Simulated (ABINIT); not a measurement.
# SrTiO3 (Tausonite): G0W0 with ABINIT, start to end

How does a plane-wave GW calculation on SrTiO3 (Tausonite) run from the first input to the gap?

Program: ABINIT 10.8.3. Level of theory: PBE and many-body steps on it, plane waves. Results are calculated unless marked as measured.

**Experimental background.**

- Gap 3.77 eV: direct gap (M0 critical point); spectroscopic ellipsometry, second-derivative fit; 300 K; bulk crystal (commercial single crystal) (“Optical probe of ferroelectric order in bulk and thin film perovskite titanates”, 2013, arxiv:1309.1245).

## 1. Starting point

The structure is cubic, space group Pm-3m (No. 221). Conventional cell: a = 3.905 Å, b = 3.905 Å, c = 3.905 Å, α = 90.00°, β = 90.00°, γ = 90.00°. Nearest to Sr lie 12 O at 2.76 Å. Nearest to Ti lie 6 O at 1.95 Å. Nearest to O lie 2 Ti at 1.95 Å and 4 Sr at 2.76 Å. Farther neighbours and most contacts between anions are not listed.

Structure file:

```cif
data_structure
_symmetry_space_group_name_H-M 'Pm-3m'
_symmetry_Int_Tables_number 221
_cell_length_a 3.9053
_cell_length_b 3.9053
_cell_length_c 3.9053
_cell_angle_alpha 90.000
_cell_angle_beta 90.000
_cell_angle_gamma 90.000
_cell_volume 59.56
loop_
_atom_site_label
_atom_site_type_symbol
_atom_site_symmetry_multiplicity
_atom_site_Wyckoff_symbol
_atom_site_fract_x
_atom_site_fract_y
_atom_site_fract_z
_atom_site_occupancy
Sr1 Sr 1 b 0.50000 0.50000 0.50000 1
Ti1 Ti 1 a 0.00000 0.00000 0.00000 1
O1 O 3 d 0.50000 0.00000 0.00000 1
```

The cell and positions come from the Crystallography Open Database and are kept as given unless a step says otherwise.

## 2. Ground state

This step: ABINIT 10.8.3; DFT, PBE, plane waves, norm-conserving pseudopotentials.

The ground-state density comes first.

Contents of run.abi:

```
acell 3*1.0 Angstrom
rprim 
  3.905280000000 0.000000000000 0.000000000000
  0.000000000000 3.905280000000 0.000000000000
  0.000000000000 0.000000000000 3.905280000000
ntypat 3
znucl 38 22 8
natom 5
typat 1 2 3 3 3
xred 
  0.500000000000 0.500000000000 0.500000000000
  0.000000000000 0.000000000000 0.000000000000
  0.500000000000 0.000000000000 0.000000000000
  0.000000000000 0.500000000000 0.000000000000
  0.000000000000 0.000000000000 0.500000000000
pp_dirpath "pseudos"
pseudos "Sr.upf, Ti.upf, O.upf"
ecut 38
ngkpt 6 6 6
nshiftk 1
shiftk 0 0 0
kptopt 1
chksymbreak 0
nband 26
occopt 1
tolvrs 1e-10
nstep 60
prtwf 0
optforces 0
optstress 0
indata_prefix "in"
outdata_prefix "out"
tmpdata_prefix "tmp"
```

Launch:

```
$ OMP_NUM_THREADS=1 mpirun -n 8 abinit run.abi > log
```

Numbers of over 12 decimals in the logs are rounded to 6 here.

What it wrote:

```text
.Version 10.8.3 of ABINIT. v10.8.2 released Aug 2026.

 Symmetries : space group Pm -3 m (#221); Bravais cP (primitive cubic)
================================================================================
 Values of the parameters that define the memory need of the present run
     intxc =       0    ionmov =       0      iscf =       7    lmnmax =       6
     lnmax =       6     mgfft =      45  mpssoang =       3    mqgrid =    3001
     natom =       5  nloc_mem =       1    nspden =       1   nspinor =       1
    nsppol =       1      nsym =      48    n1xccc =    2501    ntypat =       3
    occopt =       1   xclevel =       2
-    mband =          26        mffmem =           1         mkmem =           3
       mpw =        4525          nfft =       91125          nkpt =          20
================================================================================
  Rough estimation (10% accuracy) of disk space for files :
================================================================================

--------------------------------------------------------------------------------
------------- Echo of variables that govern the present computation ------------
--------------------------------------------------------------------------------
 -outvars: echo values of preprocessed input variables --------
            acell      1.8897261259E+00  1.8897261259E+00  1.8897261259E+00 Bohr

      chksymbreak           0
             ecut      3.80000000E+01 Hartree
-          fftalg         312

              ixc     -101130
              kpt      0.00000000E+00  0.00000000E+00  0.00000000E+00
                       1.66666667E-01  0.00000000E+00  0.00000000E+00
                       3.33333333E-01  0.00000000E+00  0.00000000E+00
                       5.00000000E-01  0.00000000E+00  0.00000000E+00
                       1.66666667E-01  1.66666667E-01  0.00000000E+00
                       3.33333333E-01  1.66666667E-01  0.00000000E+00
                       5.00000000E-01  1.66666667E-01  0.00000000E+00
                       3.33333333E-01  3.33333333E-01  0.00000000E+00
                       5.00000000E-01  3.33333333E-01  0.00000000E+00
   [... 9 further rows ...]
                       5.00000000E-01  5.00000000E-01  3.33333333E-01
                       5.00000000E-01  5.00000000E-01  5.00000000E-01
         kptrlatt        6    0    0      0    6    0      0    0    6
          kptrlen      4.42794579E+01
P           mkmem           3
            natom           5
            nband          26
            ngfft          45      45      45
             nkpt          20
            nstep          60
             nsym          48
           ntypat           3
              occ      2.000000  2.000000  2.000000  2.000000  2.000000  2.000000
                       2.000000  2.000000  2.000000  2.000000  2.000000  2.000000
                       2.000000  2.000000  2.000000  2.000000  2.000000  2.000000
                       2.000000  2.000000  0.000000  0.000000  0.000000  0.000000
                       0.000000  0.000000
        optforces           0
        optstress           0
            prtwf           0
            rprim      3.9052800000E+00  0.0000000000E+00  0.0000000000E+00
[...]
spgroup         221

           tolvrs      1.00000000E-10

             xred      5.0000000000E-01  5.0000000000E-01  5.0000000000E-01
[...]
znucl       38.00000   22.00000    8.00000

================================================================================

 chkinp: Checking input parameters for consistency.

================================================================================
== DATASET  1 ==================================================================
-   mpi_nproc: 8, omp_nthreads: 1 (-1 if OMP is not activated)

--- !DatasetInfo
iteration_state: {dtset: 1, }
dimensions: {natom: 5, nkpt: 20, mband: 26, nsppol: 1, nspinor: 1, nspden: 1, mpw: 4525, }
cutoff_energies: {ecut:  38.0, pawecutdg:  -1.0, }
electrons: {nelect:   4.00000000E+01, charge:   0.00000000E+00, occopt:   1.00000000E+00, tsmear:   1.00000000E-02, }

 Real(R)+Recip(G) space primitive vectors, cartesian coordinates (Bohr,Bohr^-1):
 R(1)=  7.3799096  0.0000000  0.0000000  G(1)=  0.1355030  0.0000000  0.0000000
 R(2)=  0.0000000  7.3799096  0.0000000  G(2)=  0.0000000  0.1355030  0.0000000
 R(3)=  0.0000000  0.0000000  7.3799096  G(3)=  0.0000000  0.0000000  0.1355030
 Unit cell volume ucvol=  4.0193251E+02 bohr^3
 Angles (23,13,12)=  9.00000000E+01  9.00000000E+01  9.00000000E+01 degrees

 getcut: wavevector=  0.0000  0.0000  0.0000  ngfft=  45  45  45
         ecut(hartree)=     38.000   => boxcut(ratio)=   2.14855

--- Pseudopotential description ------------------------------------------------
- Sr Generated using ONCVPSP code by D. R. Hamann
- 38.00000  10.00000  171031                  znucl, zion, pspdat
12 -101130 2 -1 1834                          pspcod,pspxc,lmax,lloc,mmax
     nproj     2     2     2
  pspatm : epsatm=   12.84204793
         --- l  ekb(1:nproj) -->
[...]
pspatm: atomic psp has been read  and splines computed

- Ti Generated using ONCVPSP code by D. R. Hamann
- 22.00000  12.00000  171031                  znucl, zion, pspdat
12 -101130 2 -1 1586                          pspcod,pspxc,lmax,lloc,mmax
     nproj     2     2     2
  pspatm : epsatm=   14.68144553
         --- l  ekb(1:nproj) -->
[...]
pspatm: atomic psp has been read  and splines computed

- O Generated using ONCVPSP code by D. R. Hamann
-  8.00000   6.00000  171031                  znucl, zion, pspdat
12 -101130 2 -1 936                           pspcod,pspxc,lmax,lloc,mmax
     nproj     2     2     1
  pspatm : epsatm=    6.19545534
         --- l  ekb(1:nproj) -->
[...]
2   -1.331955
 pspatm: atomic psp has been read  and splines computed

   1.84439438E+03                                ecore*ucvol(ha*bohr**3)
--------------------------------------------------------------------------------

_setup2: Arith. and geom. avg. npw (full set) are    4500.495    4500.470

================================================================================

--- !BeginCycle
iteration_state: {dtset: 1, }
solver: {iscf: 7, nstep: 60, nline: 4, wfoptalg: 0, }
tolerances: {tolvrs: 1.00E-10, }

     iter   Etot(hartree)      deltaE(h)  residm     vres2
 ETOT  1  -142.93984632578    -1.429E+02 1.204E-01 1.913E+03
 ETOT  2  -134.35252462204     8.587E+00 1.309E-01 3.322E+04
 ETOT  3  -143.46700343535    -9.114E+00 7.517E-02 4.465E+02
 ETOT  4  -143.48430351532    -1.730E-02 1.176E-02 2.757E+02
 ETOT  5  -143.52490314262    -4.060E-02 3.524E-03 7.963E+01
 ETOT  6  -143.53667094116    -1.177E-02 2.378E-03 2.084E+01
 ETOT  7  -143.54052405821    -3.853E-03 9.859E-03 1.503E+00
 ETOT  8  -143.54082156406    -2.975E-04 1.867E-03 1.093E-01
 ETOT  9  -143.54084400344    -2.244E-05 4.528E-03 3.528E-04
 ETOT 10  -143.54084405618    -5.273E-08 1.489E-03 1.322E-04
 ETOT 11  -143.54084407869    -2.251E-08 1.326E-03 4.309E-06
 ETOT 12  -143.54084407962    -9.357E-10 9.459E-04 1.902E-09
 ETOT 13  -143.54084407962    -2.331E-12 1.805E-03 8.134E-10
 ETOT 14  -143.54084407963    -4.633E-12 1.226E-03 2.542E-12

 At SCF step   14       vres2   =  2.54E-12 < tolvrs=  1.00E-10 =>converged.

--- !ResultsGS
iteration_state: {dtset: 1, }
comment   : Summary of ground state results
lattice_vectors:
- [  7.3799096,   0.0000000,   0.0000000, ]
- [  0.0000000,   7.3799096,   0.0000000, ]
- [  0.0000000,   0.0000000,   7.3799096, ]
lattice_lengths: [   7.37991,    7.37991,    7.37991, ]
lattice_angles: [ 90.000,  90.000,  90.000, ] # degrees, (23, 13, 12)
lattice_volume:   4.0193251E+02
convergence: {deltae: -4.633E-12, res2:  2.542E-12, residm:  1.226E-03, diffor:  0.000E+00, }
etotal    :  -1.43540844E+02
entropy   :   0.00000000E+00
fermie    :   2.54497182E-01
cartesian_stress_tensor: null
pressure_GPa: null
xred      :
- [  5.0000E-01,   5.0000E-01,   5.0000E-01, Sr]
- [  0.0000E+00,   0.0000E+00,   0.0000E+00, Ti]
- [  5.0000E-01,   0.0000E+00,   0.0000E+00,  O]
- [  0.0000E+00,   5.0000E-01,   0.0000E+00,  O]
- [  0.0000E+00,   0.0000E+00,   5.0000E-01,  O]
cartesian_forces: null
force_length_stats: {min: null, max: null, mean: null, }

 Integrated electronic density in atomic spheres:
 ------------------------------------------------
 Atom  Sphere_radius  Integrated_density
[...]
================================================================================

 ----iterations are completed or convergence reached----

 Mean square residual over all n,k,spin=   83.496E-07; max=  12.261E-04
 reduced coordinates (array xred) for    5 atoms
       0.500000000000      0.500000000000      0.500000000000
       0.000000000000      0.000000000000      0.000000000000
       0.500000000000      0.000000000000      0.000000000000
       0.000000000000      0.500000000000      0.000000000000
       0.000000000000      0.000000000000      0.500000000000
 rms dE/dt=  0.0000E+00; max dE/dt=  0.0000E+00; dE/dt below (all hartree)
    1       0.000000000000      0.000000000000      0.000000000000
    2       0.000000000000      0.000000000000      0.000000000000
    3       0.000000000000      0.000000000000      0.000000000000
    4       0.000000000000      0.000000000000      0.000000000000
    5       0.000000000000      0.000000000000      0.000000000000

 cartesian coordinates (angstrom) at end:
    1      1.952640     1.952640     1.952640
    2      0.000000     0.000000     0.000000
    3      1.952640     0.000000     0.000000
    4      0.000000     1.952640     0.000000
    5      0.000000     0.000000     1.952640
 length scales=  1.889726125908  1.889726125908  1.889726125908 bohr
              =  1.000000000000  1.000000000000  1.000000000000 angstroms
 prteigrs : about to open file out_EIG
 Fermi (or HOMO) energy (hartree) =   0.25450   Average Vxc (hartree)=  -0.42036
 Eigenvalues (hartree) for nkpt=  20  k points:
 kpt#   1, nband= 26, wtk=  0.00463, kpt=  0.0000  0.0000  0.0000 (reduced coord)
  -1.81815   -0.94790   -0.94625   -0.94625   -0.94625   -0.38343   -0.34734   -0.34734
  -0.28601   -0.28601   -0.28601    0.15118    0.15118    0.15118    0.21165    0.21165
   0.21165    0.24145    0.24145    0.24145    0.32460    0.32460    0.32460    0.41575
   0.41576    0.45510
 prteigrs : prtvol=0 or 1, do not print more k-points.

--- !EnergyTerms
iteration_state     : {dtset: 1, }
comment             : Components of total free energy in Hartree
kinetic             :  6.54542980228897E+01
hartree             :  3.02029718585664E+01
xc                  : -2.97726453297859E+01
Ewald energy        : -1.06245779347251E+02
psp_core            :  4.58881612978461E+00
local_psp           : -1.06039726698923E+02
non_local_psp       : -1.72877871490890E+00
total_energy        : -1.43540844079629E+02
total_energy_eV     : -3.90594535032491E+03
band_energy         : -1.20259377884531E+01

== END DATASET(S) ==============================================================
================================================================================

 -outvars: echo values of variables after computation  --------
           etotal     -1.4354084408E+02
            nband          26
             nkpt          20
          spgroup         221
 [... the other variables as echoed above ...]

 Calculation completed.
```

The job ended after 43 s (8 MPI ranks of Arm Neoverse N1, shared host; peak memory 0.69 GiB; 5.8 min of CPU time).

This step gave:

| Quantity | Value |
| --- | --- |
| total energy | -3905.9454 eV |
| gap | 1.908 eV |
| k of the valence top | 0.5, 0.5, 0.5 |
| k of the conduction bottom | 0, 0, 0 |
| least direct gap | 2.263 eV |

The gap is indirect, with the least direct gap 0.36 eV higher.

## 3. Empty states on the mesh, 4×4×4 mesh, 143 bands

The sums over transitions need many empty states on a uniform mesh; this step solves for them.

run.abi: that of step 2 with these lines changed.

```diff
@@ -18,3 +18,3 @@
 ecut 38
-ngkpt 6 6 6
+ngkpt 4 4 4
 nshiftk 1
@@ -23,9 +23,10 @@
 chksymbreak 0
-nband 26
+irdden 1
+istwfk *1
+nband 143
+prtvol 0
+optdriver 6
+gwr_task "HDIAGO"
+paral_kgb 0
 occopt 1
-tolvrs 1e-10
-nstep 60
-prtwf 0
-optforces 0
-optstress 0
 indata_prefix "in"
```

What it wrote:

```text
[banner, memory and clock lines left out]
.Version 10.8.3 of ABINIT. v10.8.2 released Aug 2026.

 Symmetries : space group Pm -3 m (#221); Bravais cP (primitive cubic)
[... echo of the input left out ...]
== DATASET  1 ==================================================================
-   mpi_nproc: 8, omp_nthreads: 1 (-1 if OMP is not activated)

--- !DatasetInfo
iteration_state: {dtset: 1, }
dimensions: {natom: 5, nkpt: 10, mband: 143, nsppol: 1, nspinor: 1, nspden: 1, mpw: 4632, }
cutoff_energies: {ecut:  38.0, pawecutdg:  -1.0, }
electrons: {nelect:   4.00000000E+01, charge:   0.00000000E+00, occopt:   1.00000000E+00, tsmear:   1.00000000E-02, }

.Using double precision arithmetic; gwpc =  8

- Reading GS density from: in_DEN

--- Pseudopotential description ------------------------------------------------
- Sr Generated using ONCVPSP code by D. R. Hamann
- 38.00000  10.00000  171031                  znucl, zion, pspdat
12 -101130 2 -1 1834                          pspcod,pspxc,lmax,lloc,mmax
     nproj     2     2     2
  pspatm : epsatm=   12.84204793
         --- l  ekb(1:nproj) -->
             0    9.951127    1.027824
             1    7.382610    1.665143
             2    4.168853    0.950057
 pspatm: atomic psp has been read  and splines computed

- Ti Generated using ONCVPSP code by D. R. Hamann
- 22.00000  12.00000  171031                  znucl, zion, pspdat
12 -101130 2 -1 1586                          pspcod,pspxc,lmax,lloc,mmax
     nproj     2     2     2
  pspatm : epsatm=   14.68144553
         --- l  ekb(1:nproj) -->
[...]
pspatm: atomic psp has been read  and splines computed

- O Generated using ONCVPSP code by D. R. Hamann
-  8.00000   6.00000  171031                  znucl, zion, pspdat
12 -101130 2 -1 936                           pspcod,pspxc,lmax,lloc,mmax
     nproj     2     2     1
  pspatm : epsatm=    6.19545534
         --- l  ekb(1:nproj) -->
             0    6.056735    0.824024
             1   -4.717130   -1.149271
             2   -1.331955
 pspatm: atomic psp has been read  and splines computed

   1.84439438E+03                                ecore*ucvol(ha*bohr**3)

 Total charge density [el/Bohr^3]
)     Maximum=    1.3479E+00  at reduced coord.    0.0000    0.0000    0.9111
)     Minimum=    5.0390E-03  at reduced coord.    0.4889    0.4889    0.0000
   Integrated=    4.0000E+01

 === KS gaps after direct diagonalization ===
 Indirect band gap semiconductor
 Fundamental gap:     1.908 (eV)
   VBM:     6.925 (eV) at k: [ 5.0000E-01,  5.0000E-01,  5.0000E-01]
   CBM:     8.833 (eV) at k: [ 0.0000E+00,  0.0000E+00,  0.0000E+00]
 Direct gap:         2.263 (eV) at k: [ 0.0000E+00,  0.0000E+00,  0.0000E+00]

== END DATASET(S) ==============================================================

 -outvars: echo values of variables after computation  --------
           etotal      0.0000000000E+00
            nband         143
             nkpt          10
          spgroup         221
 [... the other variables as echoed above ...]

 Calculation completed.
```

It took 5.2 min on 8 MPI ranks; peak memory 9.1 GiB.

This step gave:

```
gap                                                           : 1.908 eV
k of the valence top                                          : 0.5, 0.5, 0.5
k of the conduction bottom                                    : 0, 0, 0
least direct gap                                              : 2.263 eV
k points computed                                             : 10
lowest point of the top converged band, above the valence top : 77.5025 eV
```

On this mesh the gap is 1.908 eV.

(Part 1 of 2 ends here.)

[Paths, hosts, dates, memory and timing lines, banners, echoed tables and standing remarks are left out of the program output.]

[Logs are printed without paths, hosts, clocks, repeated set-up lines and the standing remarks that a program may print on its own settings, such as how far it seeks lower states.]

[Runs of the session that timed out or met a known fault of the program may be left out.]

[Hosts, paths, dates, database ids (printed as entryN), source tags and the programs' standing remarks are cut or masked in the printed files.]

[G0W0 gaps are taken among the corrected bands and points alone; a level outside them can change the order at an edge.]

[Where Ansatz stands beside ABINIT at settings called matched, ABINIT's density can come from a denser mesh and the files from another edition; pairs whose starting gaps differed by over 0.03 eV were left out, so agreement reads better than it is.]
